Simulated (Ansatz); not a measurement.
**SiO2 (Cristobalite): band gap by G0W0 on PBE**

Wanted: the gap of SiO2 (Cristobalite) with a many-body correction, and the time that it takes.

Calculated with Ansatz 0.2.0; PBE, then G0W0 on it, plane waves, PAW.

The database entry behind the starting cell lists a temperature of 340 K, so it need not match the best structure at ambient conditions.

### Step 1. Starting point

The structure is tetragonal, space group P4_12_12 (No. 92). The conventional cell has a = 4.982 Å, b = 4.982 Å, c = 6.963 Å, α = 90.00°, β = 90.00°, γ = 90.00°. Nearest to Si lie 4 O at 1.60 to 1.61 Å. Nearest to O lie 2 Si at 1.60 to 1.61 Å. Farther neighbours and most contacts between anions are not listed.

The cell and positions come from the Crystallography Open Database and are kept as given unless a step says otherwise.

### Step 2. Bands along the symmetry lines

Levels along a band path and on the mesh show where this functional puts the band edges.

This step: DFT, PBE, plane waves, PAW; PAW set soft_1.

input.yaml reads:

```yaml
crystal:
  lattice:
    - [4.982, 0.0, 0.0]
    - [0.0, 4.982, 0.0]
    - [0.0, 0.0, 6.963]
  atoms:
    - { symbol: Si, position: [0.29897, 0.29897, 0.0] }
    - { symbol: Si, position: [0.20103, 0.79897, 0.25] }
    - { symbol: Si, position: [0.70103, 0.70103, 0.5] }
    - { symbol: Si, position: [0.79897, 0.20103, 0.75] }
    - { symbol: O, position: [0.23989, 0.10347, 0.17813] }
    - { symbol: O, position: [0.39653, 0.73989, 0.42813] }
    - { symbol: O, position: [0.76011, 0.89653, 0.67813] }
    - { symbol: O, position: [0.60347, 0.26011, 0.92813] }
    - { symbol: O, position: [0.73989, 0.39653, 0.57187] }
    - { symbol: O, position: [0.89653, 0.76011, 0.32187] }
    - { symbol: O, position: [0.26011, 0.60347, 0.07187] }
    - { symbol: O, position: [0.10347, 0.23989, 0.82187] }
kpoints:
  mp_grid: { grid: [6, 6, 4] }
  band_path:
    path:
      - [[0.0, 0.0, 0.0], [0.0, 0.5, 0.0], [0.5, 0.5, 0.0], [0.0, 0.0, 0.0], [0.0, 0.0, 0.5], [0.0, 0.5, 0.5], [0.5, 0.5, 0.5], [0.0, 0.0, 0.5]]
      - [[0.0, 0.5, 0.0], [0.0, 0.5, 0.5]]
      - [[0.5, 0.5, 0.0], [0.5, 0.5, 0.5]]
    npoints: 10
hamiltonian:
  xc: pbe
  pseudopotentials: { kind: paw, azcp: { folder: soft_1 } }
scf:
  occupations: { method: fermi_dirac, width: 0.02 }
  n_extra_bands: 8
output:
  eigenvalues: true
  forces: true
  stress: true
  write_density: true
  write_potential: true
  elf: true
  volumetric_format: npy
```

Launch:

```console
ansatz run input.yaml --threads 3 --pin off --max-ram 92160MiB --backend cuda --events-out ev --progress --plain --runs-dir out --devices 1 --max-vram 13GiB
```

Numbers of over 12 decimals in the logs are rounded to 6 here.

What it wrote:

```text
scf.n_extra_bands = 8 over 32 filled bands (N_el = 64.0): the run solves 40 bands
GPUs: using 1 of 1 available (devices: 1).
Engine: ansatz 0.2.0, x86_64-unknown-linux-gnu
Pseudopotentials: kind: paw
Pseudopotential: Si, paw, valence charge 4, recommended cutoff 420 eV (normal), soft_1/Si.paw.azcp
Pseudopotential: O, paw, valence charge 6, recommended cutoff 420 eV (normal), soft_1/O.paw.azcp
Functional definition: PBE
  parameter kappa = 0.804
  parameter beta = 0.066725
  exchange = pbe_x(kappa = kappa, mu = beta*pi^2/3)
  correlation = pbe_c(beta = beta)
device memory: the entry about to start is reckoned to put 2.6 GiB on a device that reports 47.5 GiB free (of which the cap on the GPU budget leaves the run 13.0 GiB)
GPU FFT provider: cuFFT
GPU libraries: cuBLAS 13.8.2, cuFFT 12.4.0, cuSOLVER 12.3.4
Crystal: 12 atoms, lattice volume = 172.824 Å³
Basis set: ecut = 420 eV, 3387 PW (Γ), exchange–correlation on 72×72×96 points (8 copies of the dense FFT grid, shifted against one another)
Bands: 40, of which v1, the nominal top of the filled ones, is band 32 counted from 1 (31 counted from 0)
Symmetry: 8 space group operations
Space group: P41212 (ITA 92), of the structure as read, at distance tolerance 5.6e-5 Å
k-points: 30 of 144 (time reversal used)
Non-local potential: Si, projectors of the file, l = 0: 2, l = 1: 2, l = 2: 1
Non-local potential: O, projectors of the file, l = 0: 2, l = 1: 2, l = 2: 1
PAW form: soft (Blöchl's): semilocal exchange-correlation on the pseudo side does not see the compensation charge
PAW one-centre angular grid: Si, 110 points (default); XC on 64 Gauss nodes
PAW one-centre angular grid: O, 110 points (default); XC on 64 Gauss nodes
Initial density: superposition of atomic densities (chi_scale 0.1, normalization cell, long waves kept (reshape's long-wave potential 0.00 eV rms))
Initial wavefunctions: pseudopotential atomic-orbital guess
GPU buffer pool allocated for 62208 grid points (all kernels)
GPU transforms: local potential and band sums: pruned to the plane-wave sphere, on 36×36×48
Functional: x = pbe(κ = 0.804, μ = 0.219515), c = pbe(β = 0.066725)
SCF iter   1: F=—  HF=-7103.493317 eV  |F-HF|=—  |Δ(HF+E_count)|=         —  Δρ=1.28e-1  dr2=2.53e1  ethr=3.10e-3  ⟨swp⟩=8.3  Hψ=6053  notcnv=0
preconditioner: auto → Resta (q_TF=auto, 2.312 Å⁻¹)  ε∞=2.6  [insulator: Δε(μ)=7.424 eV  Ē_g=17.593 eV  σ=0.020 eV  W_gap=1.00  n_scr=36 (ndim 8)  ℏωp=22.6 eV  f_vac=0.116  D(μ)=0.00/eV (n_scr^D=0)  ε∞_Penn≈2.6]
SCF iter   2: F=—  HF=-7096.390107 eV  |F-HF|=—  |Δ(HF+E_count)|=    7.10e0  Δρ=4.19e-2  dr2=1.31e0  ethr=3.10e-3  ⟨swp⟩=4.0  Hψ=3431  notcnv=0  defer=120
SCF iter   3: F=—  HF=-7096.290501 eV  |F-HF|=—  |Δ(HF+E_count)|=   9.96e-2  Δρ=2.06e-2  dr2=4.23e-1  ethr=2.04e-3  ⟨swp⟩=2.5  Hψ=1223  notcnv=0  defer=120
SCF iter   4: F=—  HF=-7096.297643 eV  |F-HF|=—  |Δ(HF+E_count)|=   7.14e-3  Δρ=1.57e-3  dr2=4.35e-3  ethr=6.61e-4  ⟨swp⟩=4.1  Hψ=2617  notcnv=0  defer=120
SCF iter   5: F=—  HF=-7096.303417 eV  |F-HF|=—  |Δ(HF+E_count)|=   5.77e-3  Δρ=3.56e-4  dr2=1.49e-4  ethr=6.80e-6  ⟨swp⟩=3.5  Hψ=2067  notcnv=0  defer=120
SCF iter   6: F=—  HF=-7096.303522 eV  |F-HF|=—  |Δ(HF+E_count)|=   1.06e-4  Δρ=7.94e-5  dr2=8.35e-6  ethr=2.32e-7  ⟨swp⟩=2.1  Hψ=2010  notcnv=0  defer=120
SCF iter   7: F=—  HF=-7096.304145 eV  |F-HF|=—  |Δ(HF+E_count)|=   6.23e-4  Δρ=1.86e-5  dr2=3.54e-7  ethr=1.31e-8  ⟨swp⟩=2.0  Hψ=2084  notcnv=0  defer=120
SCF iter   8: F=-7096.304145 eV  HF=-7096.304145 eV  |F-HF|=1.02e-8  |Δ(HF+E_count)|=   2.16e-7  Δρ=1.77e-6  dr2=5.10e-9  ethr=1.56e-10  ⟨swp⟩=20.2  Hψ=12005  notcnv=0
SCF 1 converged in 8 iterations: F = -7096.304145 eV  dr2 = 5.10e-9
  greatest PAW one-centre occupation: 0.861 electrons in one spin orbital (limit 2), on the O atom at site 11 (counted from 0), in its partial waves of l = 0
device memory: the entry about to start is reckoned to put 2.6 GiB on a device that reports 47.3 GiB free (of which the cap on the GPU budget leaves the run 13.0 GiB)
NSCF: frozen V_eff on 93 k-points
SCF converged after 8 iterations
Free energy (F): -7096.304145 eV
Harris-Foulkes:  -7096.304145 eV  (|F-HF|=1.02e-8)
Internal energy: -7096.304145 eV  (E = F + TS)
E sigma→0 (E₀):  -7096.304145 eV
Fermi energy:    4.205397 eV
--- Per-component energies (eV) ---
  E_band       = -359.497300
  E_kinetic    = 1560.302726
  E_local      = -4519.463329  (includes V_loc(G=0)·N_el)
  E_nonlocal   = 508.732411
  E_hartree    = 1694.188389
  E_xc         = -805.090755
  E_vxc        = -930.473155  (∫ρ·V_xc dr)
  E_paw        = -3359.150874  (= ΣΔE_a)
  E_vpaw       = -366.981138  (= ΣTr[D̂ρ^β])
  E_aug_tail   = 0.006701  (compensation charges beyond the density's cutoff)
  E_ewald      = -2175.829413
  E_smearing   = -0.000000  (= −TS)
  E_closure    = -0.000000  (closes the sum)
  Σ components = -7096.304145   (vs F -7096.304145, Δ=0.00e0)
--- Forces (eV/Å), atoms counted from 1 ---
  atom   1  Si     0.09898362     0.09898362     0.00000000
  atom   2  Si    -0.09898362     0.09898362     0.00000000
  atom   3  Si    -0.09898362    -0.09898362     0.00000000
  atom   4  Si     0.09898362    -0.09898362    -0.00000000
  atom   5  O     -0.07992495     0.09800680     0.39669103
  atom   6  O     -0.09800680    -0.07992495     0.39669103
  atom   7  O      0.07992495    -0.09800680     0.39669103
  atom   8  O      0.09800680     0.07992495     0.39669103
  atom   9  O     -0.07992495    -0.09800680    -0.39669103
  atom  10  O     -0.09800680     0.07992495    -0.39669103
  atom  11  O      0.07992495     0.09800680    -0.39669103
  atom  12  O      0.09800680    -0.07992495    -0.39669103
  max |Σ_I F_I| component: 1.39e-17 eV/Å
--- Stress (GPa, compression-positive) ---
        6.166070       0.000000      -0.000000
        0.000000       6.166070      -0.000000
       -0.000000      -0.000000       6.824606
  P = ⅓ Tr σ = 6.3856 GPa (63.856 kbar)
--- Band table (eV; the first three rows and the last of 30) ---
  k-point 0: bands = [... 28 lower, 0.6651, 1.0506, 1.0506, 1.3218, 7.0871, 10.2077, 10.2077, 10.6183, ... 4 higher]
  k-point 1: bands = [... 28 lower, 0.7105, 0.8596, 1.0186, 1.2076, 7.4318, 9.4299, 10.4304, 10.7670, ... 4 higher]
  k-point 2: bands = [... 28 lower, 0.8115, 0.8115, 0.9298, 0.9298, 8.3213, 8.3213, 10.8504, 10.8504, ... 4 higher]
  k-point 29: bands = [... 28 lower, 0.6894, 0.6894, 0.6894, 0.6894, 10.6189, 10.6189, 10.6189, 10.6189, ... 4 higher]
```

It took 9.6 s on 1 × NVIDIA H100 80GB HBM3 (shared by 6 runs) with 3 threads of AMD EPYC 7R13 (Zen 3), shared host; peak memory 0.98 GiB.

This step gave:

* pressure: 6.386 GPa
* filled bands: 32
* gap: 5.765 eV
* valence top at: Γ
* conduction bottom at: Γ
* least direct gap: 5.765 eV

Over mesh and path the gap is 5.765 eV, direct, at k = Γ. The pressure in this cell is 6 GPa; the cell is kept.

Electronic bands along the path, in eV, zero at the top of the highest nominally filled band:

```tsv
point	band 29	band 30	band 31	band 32	band 33	band 34	band 35	band 36
Γ	-0.66	-0.27	-0.27	0.00	5.77	8.89	8.89	9.30
halfway	-0.72	-0.47	-0.33	-0.18	6.39	9.02	9.07	9.29
X	-0.65	-0.65	-0.47	-0.47	7.81	7.81	9.34	9.34
halfway	-0.65	-0.65	-0.55	-0.55	8.18	8.18	9.16	9.16
M	-0.60	-0.60	-0.55	-0.55	8.78	8.78	8.92	8.92
halfway	-0.86	-0.57	-0.47	-0.29	6.95	8.91	9.19	9.36
Γ	-0.66	-0.27	-0.27	0.00	5.77	8.89	8.89	9.30
halfway	-0.61	-0.46	-0.30	-0.11	6.11	8.11	9.11	9.45
Z	-0.51	-0.51	-0.39	-0.39	7.00	7.00	9.53	9.53
halfway	-0.74	-0.74	-0.25	-0.25	7.42	7.42	9.39	9.39
R	-0.93	-0.93	-0.17	-0.17	8.15	8.15	8.97	8.97
halfway	-0.90	-0.90	-0.29	-0.29	8.55	8.55	9.14	9.14
A	-0.63	-0.63	-0.63	-0.63	9.30	9.30	9.30	9.30
halfway	-0.81	-0.81	-0.28	-0.28	7.83	7.83	9.53	9.53
Z	-0.51	-0.51	-0.39	-0.39	7.00	7.00	9.53	9.53
jump to X	-0.65	-0.65	-0.47	-0.47	7.81	7.81	9.34	9.34
halfway	-0.84	-0.84	-0.27	-0.27	7.95	7.95	9.21	9.21
R	-0.93	-0.93	-0.17	-0.17	8.15	8.15	8.97	8.97
jump to M	-0.60	-0.60	-0.55	-0.55	8.78	8.78	8.92	8.92
halfway	-0.62	-0.62	-0.58	-0.58	8.95	8.95	9.09	9.09
A	-0.63	-0.63	-0.63	-0.63	9.30	9.30	9.30	9.30
```

ELF in the ac plane at fractional y = 0.240, with atoms of Si and O within 0.2 Å of it. It is the smooth field of the valence electrons, not physical close to the nuclei.

Ten even steps from '_' (0.00) to '@' (0.84), each cell a mean:
```
**####==..==@@@@**%%@@++..::
%%@@@@%%--==%%%%++##@@++::**
%%++##@@++::**%%%%@@%%==--%%
%%++##@@++..--**%%%%++::==@@
@@@@@@@@++____::----..::::##
**%%%%##--______..------..--
..--==--..____..==**%%##==..
______________::++%%%%%%**::
______________--**%%%%%%**--
______________::++##%%##++::
________________::==++==--__
____......________......____
__::++++++--________________
::++%%%%%%**--______________
==##@@@@@@##==..____________
==##@@@@@@##--______________
::++%%@@@@**::..::--::______
..::++**++::::++##%%**::____
..::::....::**@@@@@@@@==____
```
Columns run along a (5.0 Å), rows up along c (7.0 Å). Atoms in or near the plane, at fractional coordinates: Si at (0.80, 0.75), O at (0.60, 0.93), O at (0.10, 0.82).

Electrostatic potential energy in the ac plane at fractional y = 0.240, with atoms of Si and O within 0.2 Å of it. With pseudopotentials it is smooth inside the atoms' cores, unlike the true potential.

Ten even steps from '0' (-34 eV) to '9' (9 eV), each cell a mean:
```
87401031005999
63232451004788
10047785223346
00048998730103
42389999721412
78999999730104
89999999874347
99999999987788
99999999998899
99999999999999
99999999999999
99999999999999
99999999999999
99999999999999
99978999999999
99856899999999
98754678999999
98510158999999
97302035359999
```
Columns run along a (5.0 Å; values clipped at the 3rd and 97th percentile), rows up along c (7.0 Å). Atoms in or near the plane, at fractional coordinates: Si at (0.80, 0.75), O at (0.60, 0.93), O at (0.10, 0.82).

(Continued in part 2 of 2.)

[Paths, hosts, dates, memory and timing lines, banners, echoed tables and standing remarks are left out of the program output.]

[Logs are printed without paths, hosts, clocks, repeated set-up lines and the standing remarks that a program may print on its own settings, such as how far it seeks lower states.]

[Runs of the session that timed out or met a known fault of the program may be left out.]

[Cells called generated may have been cut or substituted from an entry of the Crystallography Open Database or the Materials Project.]

[Hosts, paths, dates, database ids (printed as entryN), source tags and the programs' standing remarks are cut or masked in the printed files.]

[Where an RPA ε∞ is given, it is that of the G0W0 mesh and is not shown converged in it. Names of k-points follow the symmetry that the program found, which can be lower than the space group named. Band edges on a path are those of the sampled points; other points can move an edge, and change direct to indirect where valleys lie close.]

[Hybrid gaps are those of their k-mesh and are not shown converged in it.]
